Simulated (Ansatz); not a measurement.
# Ru(0001) with 2 thermally displaced layers, 2x2: scattering by thermal displacements

How much do lattice vibrations at 500 K scatter the electrons of Ru? Layers with random displacements are laid between perfect leads, and the resistance is followed against their length.

Program: Ansatz 0.2.0. Level of theory: Ansatz plane-wave DFT, PBE, PAW files; ballistic transport by layer matching (Landauer), zero bias; PAW set soft_1. Results are calculated unless marked as measured.

## (1) Set-up

The cell holds 48 atoms: 48 Ru. Its edges and angles: a = 5.412 Å, b = 5.412 Å, c = 25.691 Å, α = 90.0°, β = 90.0°, γ = 120.0°. It derives from Ru. Regions: lead, 40 atoms (40 Ru); scattering region, 8 atoms (8 Ru). The structure is stacked along c, and the current runs across the ab planes.

## (2) With 2 displaced layers

Each atom of 2 layers is moved at random, by amounts drawn from a normal law 0.0456 Å wide in each direction from the Debye model (600 K) at 500 K. The layers about the cell's end stay perfect and serve as the lead. Disorder leaves little or no symmetry, which makes such runs dear. Energies from -0.05 to 0.05 eV in steps of 0.05 eV are too few for the program's thermal sum, so it prints no conductance; for a metal the transmission near the Fermi level serves, at a fraction of the cost.

The input, input.yaml:

```yaml
crystal:
  lattice:
    - [5.4116, 0.0, 0.0]
    - [-2.7058, 4.6865830751, 0.0]
    - [0.0, 0.0, 25.6914]
  atoms:
    - { symbol: Ru, position: [0.1666666667, 0.3333333333, 0.0416666667] }
    - { symbol: Ru, position: [0.1666666667, 0.8333333333, 0.0416666667] }
    - { symbol: Ru, position: [0.6666666667, 0.3333333333, 0.0416666667] }
    - { symbol: Ru, position: [0.6666666667, 0.8333333333, 0.0416666667] }
    - { symbol: Ru, position: [0.3333333333, 0.1666666667, 0.125] }
    - { symbol: Ru, position: [0.3333333333, 0.6666666667, 0.125] }
    - { symbol: Ru, position: [0.8333333333, 0.1666666667, 0.125] }
    - { symbol: Ru, position: [0.8333333333, 0.6666666667, 0.125] }
    - { symbol: Ru, position: [0.1666666667, 0.3333333333, 0.2083333333] }
    - { symbol: Ru, position: [0.1666666667, 0.8333333333, 0.2083333333] }
    - { symbol: Ru, position: [0.6666666667, 0.3333333333, 0.2083333333] }
    - { symbol: Ru, position: [0.6666666667, 0.8333333333, 0.2083333333] }
    - { symbol: Ru, position: [0.3333333333, 0.1666666667, 0.2916666667] }
    - { symbol: Ru, position: [0.3333333333, 0.6666666667, 0.2916666667] }
    - { symbol: Ru, position: [0.8333333333, 0.1666666667, 0.2916666667] }
    - { symbol: Ru, position: [0.8333333333, 0.6666666667, 0.2916666667] }
    - { symbol: Ru, position: [0.1666666667, 0.3333333333, 0.375] }
    - { symbol: Ru, position: [0.1666666667, 0.8333333333, 0.375] }
    - { symbol: Ru, position: [0.6666666667, 0.3333333333, 0.375] }
    - { symbol: Ru, position: [0.6666666667, 0.8333333333, 0.375] }
    - { symbol: Ru, position: [0.3337500258, 0.1653815142, 0.4594698376] }
    - { symbol: Ru, position: [0.3316115404, 0.6614555278, 0.4589750257] }
    - { symbol: Ru, position: [0.8489261785, 0.1758801306, 0.4570844736] }
    - { symbol: Ru, position: [0.8196405494, 0.6606032814, 0.4584066711] }
    - { symbol: Ru, position: [0.1460142051, 0.3312048679, 0.5394556532] }
    - { symbol: Ru, position: [0.1578500127, 0.8280386324, 0.5411053554] }
    - { symbol: Ru, position: [0.6752055547, 0.3434751899, 0.541438567] }
    - { symbol: Ru, position: [0.6749434318, 0.8268621367, 0.542290462] }
    - { symbol: Ru, position: [0.3333333333, 0.1666666667, 0.625] }
    - { symbol: Ru, position: [0.3333333333, 0.6666666667, 0.625] }
    - { symbol: Ru, position: [0.8333333333, 0.1666666667, 0.625] }
    - { symbol: Ru, position: [0.8333333333, 0.6666666667, 0.625] }
    - { symbol: Ru, position: [0.1666666667, 0.3333333333, 0.7083333333] }
    - { symbol: Ru, position: [0.1666666667, 0.8333333333, 0.7083333333] }
    - { symbol: Ru, position: [0.6666666667, 0.3333333333, 0.7083333333] }
    - { symbol: Ru, position: [0.6666666667, 0.8333333333, 0.7083333333] }
    - { symbol: Ru, position: [0.3333333333, 0.1666666667, 0.7916666667] }
    - { symbol: Ru, position: [0.3333333333, 0.6666666667, 0.7916666667] }
    - { symbol: Ru, position: [0.8333333333, 0.1666666667, 0.7916666667] }
    - { symbol: Ru, position: [0.8333333333, 0.6666666667, 0.7916666667] }
    - { symbol: Ru, position: [0.1666666667, 0.3333333333, 0.875] }
    - { symbol: Ru, position: [0.1666666667, 0.8333333333, 0.875] }
    - { symbol: Ru, position: [0.6666666667, 0.3333333333, 0.875] }
    - { symbol: Ru, position: [0.6666666667, 0.8333333333, 0.875] }
    - { symbol: Ru, position: [0.3333333333, 0.1666666667, 0.9583333333] }
    - { symbol: Ru, position: [0.3333333333, 0.6666666667, 0.9583333333] }
    - { symbol: Ru, position: [0.8333333333, 0.1666666667, 0.9583333333] }
    - { symbol: Ru, position: [0.8333333333, 0.6666666667, 0.9583333333] }
kpoints:
  mp_grid: { grid: [5, 5, 1] }
hamiltonian:
  xc: pbe
  pseudopotentials: { kind: paw, azcp: { folder: soft_1 } }
scf:
  occupations: { method: fermi_dirac, width: 0.1 }
output:
  transmission:
    leads: [[0, 8]]
    kmesh: [10, 10]
    e_range: [-0.05, 0.05]
    de: 0.05
  write_potential: true
  write_density: true
  volumetric_format: npy
  elf: true
```

Launch:

```sh
$ ansatz run input.yaml --threads 8 --pin off --max-ram 15360MiB --backend cpu --events-out ev --progress --plain --runs-dir out
```

Numbers of over 12 decimals in the logs are rounded to 6 here.

The program printed:

```text
Engine: ansatz 0.2.0, aarch64-unknown-linux-gnu
Pseudopotentials: kind: paw
Pseudopotential: Ru, paw, valence charge 16, recommended cutoff 420 eV (normal), soft_1/Ru.paw.azcp
Functional definition: PBE
  parameter kappa = 0.804
  parameter beta = 0.066725
  exchange = pbe_x(kappa = kappa, mu = beta*pi^2/3)
  correlation = pbe_c(beta = beta)
Crystal: 48 atoms, lattice volume = 651.583 Å³
Basis set: ecut = 420 eV, 12691 PW (Γ)
Bands: 461, of which v1, the nominal top of the filled ones, is band 384 counted from 1 (383 counted from 0)
Symmetry: 1 space group operations
Space group: P1 (ITA 1), of the structure as read, at distance tolerance 8.7e-5 Å
k-points: 13 of 25 (time reversal used)
Non-local potential: Ru, projectors of the file, l = 0: 3, l = 1: 2, l = 2: 2, l = 3: 1
PAW form: soft (Blöchl's): semilocal exchange-correlation on the pseudo side does not see the compensation charge
PAW one-centre angular grid: Ru, 590 points (default); XC on 64 Gauss nodes
Initial density: superposition of atomic densities (chi_scale 0.1, normalization cell)
Initial wavefunctions: pseudopotential atomic-orbital guess
Functional: x = pbe(κ = 0.804, μ = 0.219515), c = pbe(β = 0.066725)
SCF iter   1: F=—  HF=-282208.756005 eV  |F-HF|=—  |Δ(HF+E_count)|=         —  Δρ=1.22e-1  dr2=9.32e1  ethr=3.10e-3  ⟨swp⟩=5.0  Hψ=19326  notcnv=0  defer=3
preconditioner: auto → Kerker (q_TF=auto, 2.804 Å⁻¹)  [metal: Δε(μ)=0.014 eV  Ē_g=5.265 eV  σ=0.100 eV  W_gap=0.03  n_scr=268 (ndim 8)  ℏωp=28.5 eV  f_vac=0.000  D(μ)=40.45/eV (n_scr^D=392)]
SCF iter   2: F=—  HF=-282185.331591 eV  |F-HF|=—  |Δ(HF+E_count)|=    2.34e1  Δρ=5.91e-2  dr2=2.12e1  ethr=3.10e-3  ⟨swp⟩=2.9  Hψ=12098  notcnv=0  defer=57
SCF iter   3: F=—  HF=-282179.007191 eV  |F-HF|=—  |Δ(HF+E_count)|=    6.32e0  Δρ=9.52e-3  dr2=2.65e-1  ethr=2.76e-3  ⟨swp⟩=2.0  Hψ=9308  notcnv=0  defer=57
SCF iter   4: F=—  HF=-282179.058054 eV  |F-HF|=—  |Δ(HF+E_count)|=   5.09e-2  Δρ=1.07e-3  dr2=4.60e-3  ethr=3.45e-5  ⟨swp⟩=2.1  Hψ=11210  notcnv=0  defer=56
SCF iter   5: F=—  HF=-282179.058832 eV  |F-HF|=—  |Δ(HF+E_count)|=   7.78e-4  Δρ=2.22e-4  dr2=1.95e-4  ethr=5.99e-7  ⟨swp⟩=3.0  Hψ=13074  notcnv=0  defer=56
SCF iter   6: F=—  HF=-282179.058852 eV  |F-HF|=—  |Δ(HF+E_count)|=   2.03e-5  Δρ=4.90e-5  dr2=1.20e-5  ethr=2.54e-8  ⟨swp⟩=2.8  Hψ=11481  notcnv=0  defer=56
SCF iter   7: F=—  HF=-282179.060185 eV  |F-HF|=—  |Δ(HF+E_count)|=   1.33e-3  Δρ=1.11e-5  dr2=9.87e-7  ethr=1.56e-9  ⟨swp⟩=2.0  Hψ=8391  notcnv=0  defer=56
SCF iter   8: F=-282179.060184 eV  HF=-282179.060184 eV  |F-HF|=1.92e-8  |Δ(HF+E_count)|=   9.11e-8  Δρ=2.14e-6  dr2=3.13e-8  ethr=1.30e-11  ⟨swp⟩=8.3  Hψ=13762  notcnv=0
SCF 1 converged in 8 iterations: F = -282179.060184 eV  dr2 = 3.13e-8
  greatest PAW one-centre occupation: 1.000 electrons in one spin orbital (limit 2), on the Ru atom at site 24 (counted from 0), in its partial waves of l = 0
transmission: 258 of 2496 steps passed
transmission: 501 of 2496 steps passed
[...]
transmission: 2496 of 2496 steps passed
SCF converged after 8 iterations
Free energy (F): -282179.060184 eV
Harris-Foulkes:  -282179.060184 eV  (|F-HF|=1.92e-8)
Internal energy: -282177.532490 eV  (E = F + TS)
E sigma→0 (E₀):  -282178.296337 eV
Entropy (-TS):   -1.527694 eV (-31.827 meV/atom)
Fermi energy:    23.337879 eV
--- Per-component energies (eV) ---
  E_band       = -2694.997482
  E_kinetic    = 22102.441280
  E_local      = -60994.175059  (includes V_loc(G=0)·N_el)
  E_nonlocal   = 19799.004084
  E_hartree    = 20228.348439
  E_xc         = -8168.101336
  E_vxc        = -10330.209162  (∫ρ·V_xc dr)
  E_paw        = -168071.904922  (= ΣΔE_a)
  E_vpaw       = -13728.769566  (= ΣTr[D̂ρ^β])
  E_aug_tail   = 0.030133  (compensation charges beyond the density's cutoff)
  E_ewald      = -107073.175108
  E_smearing   = -1.527694  (= −TS)
  E_closure    = -0.000000  (closes the sum)
  Σ components = -282179.060184   (vs F -282179.060184, Δ=0.00e0)
--- Band table (eV; the first three rows and the last of 13) ---
  k-point 0: bands = [... 380 lower, 23.8878, 23.8967, 24.3583, 24.3661, 24.3683, 24.3759, 24.4700, 24.5162, ... 73 higher]
  k-point 1: bands = [... 380 lower, 23.4750, 23.5096, 23.5229, 23.8274, 23.8409, 24.0215, 24.0279, 24.1092, ... 73 higher]
  k-point 2: bands = [... 380 lower, 22.9729, 23.0084, 23.0266, 23.1053, 23.1781, 23.1938, 23.3643, 23.3778, ... 73 higher]
  k-point 12: bands = [... 380 lower, 23.0922, 23.1196, 23.1430, 23.3030, 23.3243, 23.3656, 23.3774, 23.3820, ... 73 higher]
--- Transmission ---
  basis      : 223 plane waves across, 48 finite elements along
  points     : 52, standing for a mesh of 10 x 10
  energies   : 3 from -0.050000 to 0.050000 eV about the Fermi level, 0.050000 eV apart; the leads are filled to 0.000000 eV, and channels, transmission and decay are at 0.000000 eV
  crystal 0  : Ru8, at the sites [0, 8], period 4.2819 Å, over 21.41 Å; its Hamiltonian steps by up to 1.9 meV
    offset         : up to 0.0000 Å between an atom of the period and one for which it stands
    channels       : 5.160000e0 a spin
    conductance    : none, the energies end too early or step too widely for 300 K: set another output.transmission.e_range or a lower de, or, where they end at an eighth of basis.ecutwfc, a higher one
  junction   : crystal 0 to crystal 0, 0.70 to 22.11 Å
    transmission   : 4.881906e0 a spin
    conductance    : none, the energies end too early or step too widely for 300 K: set another output.transmission.e_range or a lower de, or, where they end at an eighth of basis.ecutwfc, a higher one
```

Run time: 11 min. Hardware: 8 threads of Arm Neoverse N1, shared host; peak memory 10 GiB.

Reading the cycles: dr2 is the Hartree energy of the density residual (eV), the measure of convergence; HF is the Harris–Foulkes estimate of the energy, which meets the free energy F at convergence.

This step gave:

```
free energy                                    : -282179.0602 eV
energy at zero smearing                        : -282178.2963 eV
Fermi energy                                   : 23.34 eV
cell area                                      : 25.36 Å²
transmission per spin nearest the Fermi level  : 4.882
open channels per spin nearest the Fermi level : 5.16
step of the lead's potential                   : 1.9 meV
```

Per spin. The transmission, zone mean by energy, zero at the Fermi level:

```csv
energy (eV),"transmission, zone mean"
-0.0500,4.96
0.0000,4.88
0.0500,5.20
```

Per spin. Open channels, zone mean, lead against energy, zero at the Fermi level:

```csv
energy (eV),"open channels, zone mean, lead"
-0.0500,5.16
0.0000,5.16
0.0500,5.64
```

Transmission over k1 and k2. At 0.0000 eV from the Fermi level.

Ten even steps from '0' (2.0) to '9' (11.8):
```
1122211000
1222222100
1224642210
1226996221
3134999431
1122699622
1012246422
1001222222
1000112221
3111121111
```
Columns: k1 (b1) from -0.5 to 0.4; rows upwards: k2 (b2) from -0.5 to 0.4.

Open channels over k1 and k2. At 0.0000 eV from the Fermi level.

Ten even steps from '0' (2.0) to '9' (12.0):
```
2233322101
1333333100
1335753311
2337997332
4235999532
2233799733
1113357533
1001333333
2101223332
4211242112
```
Columns: k1 (b1) from -0.5 to 0.4; rows upwards: k2 (b2) from -0.5 to 0.4.

ELF in the ca plane at fractional y = 0.165, with atoms of Ru within 0.2 Å of it. It is the smooth field of the valence electrons, not physical close to the nuclei.

Ten even steps from '0' (0.22) to '9' (0.60), each cell a mean:
```
00011168741100011379731111111378721100011378
21121498971221120698961211121698951211221798
21120498981221220698960221221698950221211798
10011279851210111278720100011489831100121489
13311112211013211012101012101023101023201123
25410211111035400111110034201111120045301111
13311112101023201111101012101012111024201012
00011168741100011268731200011378721100011378
21121498971221120498971221221698951211211798
21121498981221220598971221220698950221211798
10011279851210011279841210120389831100121489
13311112211023201113211112101023111123201123
25410111111035400212121045301111120045301111
13311112101023201113211135201012111024201012
```
Columns run along c (16.0 Å, from fractional 0.19 to 0.81 of the cell), rows up along a (5.4 Å). Atoms in or near the plane, at fractional coordinates: Ru at (0.29, 0.33), Ru at (0.29, 0.83), Ru at (0.46, 0.33), Ru at (0.46, 0.85), Ru at (0.62, 0.33), Ru at (0.62, 0.83), Ru at (0.79, 0.33), Ru at (0.79, 0.83).

Valence density in the ca plane at fractional y = 0.165, with atoms of Ru within 0.2 Å of it. It is the smooth field of the valence electrons, not physical close to the nuclei.

Values in units of 1e0 e/Å³, 8 rows by 16 columns, each cell a mean:
```
0.4 0.4 4.5 2.4 0.4 0.4 3.2 4.6 0.5 0.5 1.2 5.5 0.7 0.4 0.5 5.0
0.3 0.4 6.8 3.6 0.3 0.4 4.0 5.7 0.4 0.3 1.7 8.2 1.0 0.3 0.6 7.5
0.9 0.5 1.2 0.7 0.7 0.7 0.7 0.9 0.4 0.8 0.5 1.4 0.4 1.0 0.4 1.3
1.2 0.5 0.5 0.4 0.9 0.9 0.4 0.5 0.5 0.9 0.3 0.5 0.4 1.3 0.4 0.5
0.4 0.4 4.5 2.4 0.4 0.4 2.5 4.5 0.4 0.4 1.2 5.5 0.7 0.4 0.5 5.0
0.3 0.4 6.8 3.6 0.3 0.3 3.7 6.6 0.4 0.3 1.7 8.2 1.0 0.3 0.6 7.5
0.9 0.5 1.2 0.7 0.7 0.7 0.8 1.2 0.5 0.7 0.5 1.4 0.4 1.0 0.4 1.3
1.2 0.5 0.5 0.4 0.9 0.9 0.5 0.6 0.7 1.3 0.3 0.5 0.4 1.3 0.4 0.5
```
Columns run along c (16.0 Å, from fractional 0.19 to 0.81 of the cell), rows up along a (5.4 Å). Atoms in or near the plane, at fractional coordinates: Ru at (0.29, 0.33), Ru at (0.29, 0.83), Ru at (0.46, 0.33), Ru at (0.46, 0.85), Ru at (0.62, 0.33), Ru at (0.62, 0.83), Ru at (0.79, 0.33), Ru at (0.79, 0.83).

Electrostatic potential energy in the ca plane at fractional y = 0.165, with atoms of Ru within 0.2 Å of it. With pseudopotentials it is smooth inside the atoms' cores, unlike the true potential.

Values in eV, 8 rows by 16 columns, each cell a mean:
```
 20  20 -34 -10  21  21 -19 -33  19  18   6 -43  14  20  18 -39
 23  19 -51 -22  23  22 -27 -42  21  23  -1 -62   9  23  16 -56
  8  18   4  13  13  14  14  10  19  11  18   0  20   7  19   2
  1  17  18  21   8   9  21  18  18   7  22  17  21   0  19  17
 20  20 -34 -10  21  21 -12 -33  20  21   7 -43  14  20  18 -39
 23  19 -51 -22  23  23 -24 -49  20  23  -1 -62   9  23  16 -56
  8  18   4  13  13  14  13   5  18  12  19   0  20   7  19   2
  1  17  18  21   8   9  19  16  13   0  22  17  21   0  19  17
```
Columns run along c (16.0 Å, from fractional 0.19 to 0.81 of the cell; values clipped at the 3rd and 97th percentile), rows up along a (5.4 Å). Atoms in or near the plane, at fractional coordinates: Ru at (0.29, 0.33), Ru at (0.29, 0.83), Ru at (0.46, 0.33), Ru at (0.46, 0.85), Ru at (0.62, 0.33), Ru at (0.62, 0.83), Ru at (0.79, 0.33), Ru at (0.79, 0.83).

Over the solved energies the transmission per spin lies between 4.88 and 5.20, out of 5.32 channels of the lead on average (up to 5.64).

(Part 1 of 2 ends here.)

[Logs are printed without paths, hosts, clocks, repeated set-up lines and the standing remarks that a program may print on its own settings, such as how far it seeks lower states.]

[Hosts, paths, dates, database ids (printed as entryN), source tags and the programs' standing remarks are cut or masked in the printed files.]
